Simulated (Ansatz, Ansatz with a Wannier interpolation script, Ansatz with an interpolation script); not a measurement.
An input for Ansatz 0.2.0 (AlN (P6_3mc)):

```yaml
crystal:
  lattice:
    - [3.1752599988, 0.0, 0.0]
    - [-1.5876299994, 2.7498558226, 0.0]
    - [0.0, 0.0, 5.08062]
  atoms:
    - { symbol: Al, position: [0.3333333333, 0.6666666667, -0.0007114614] }
    - { symbol: Al, position: [0.6666666667, 0.3333333333, 0.4992885386] }
    - { symbol: "N", position: [0.3333333333, 0.6666666667, 0.3807114614] }
    - { symbol: "N", position: [0.6666666667, 0.3333333333, 0.8807114614] }
kpoints:
  mp_grid: { grid: [9, 9, 4] }
hamiltonian:
  xc: lda
scf:
  occupations: { method: fixed }
gw:
  n_empty_bands: 203
  ecut_chi: 160.0
  qp_bands: [v6, c2]
  screening: { model: contour_deformation }
```

The database entry behind the starting cell differs from later determinations by our own check (inner coordinate u about 0.002 short), so it need not match the best structure at ambient conditions.

```sh
ansatz run input.yaml --threads 16 --pin off --max-ram 64512MiB --backend cuda --events-out ev --progress --plain --runs-dir out --devices 1 --max-vram 78GiB
```

How long will it take on 1 × NVIDIA GB200 (shared by 2 runs) with 16 threads of Arm Neoverse V2, shared host, and how much memory?

It took 16 s; on shared hardware allow 8.2 s to 33 s. Peak host memory was 1.5 GiB. The sizes that set the cost: 857 plane waves a state, 36 irreducible k points, 211 bands summed, 197 plane waves in the screening and 6 SCF cycles.

The screening grows as filled bands × empty bands × pairs of k points, times the square of the screening basis for the matrix.

[Paths, hosts, dates, memory and timing lines, banners, echoed tables and standing remarks are left out of the program output.]

[Logs are printed without paths, hosts, clocks, repeated set-up lines and the standing remarks that a program may print on its own settings, such as how far it seeks lower states.]

[Runs of the session that timed out or met a known fault of the program may be left out.]

[Hosts, paths, dates, database ids (printed as entryN), source tags and the programs' standing remarks are cut or masked in the printed files.]
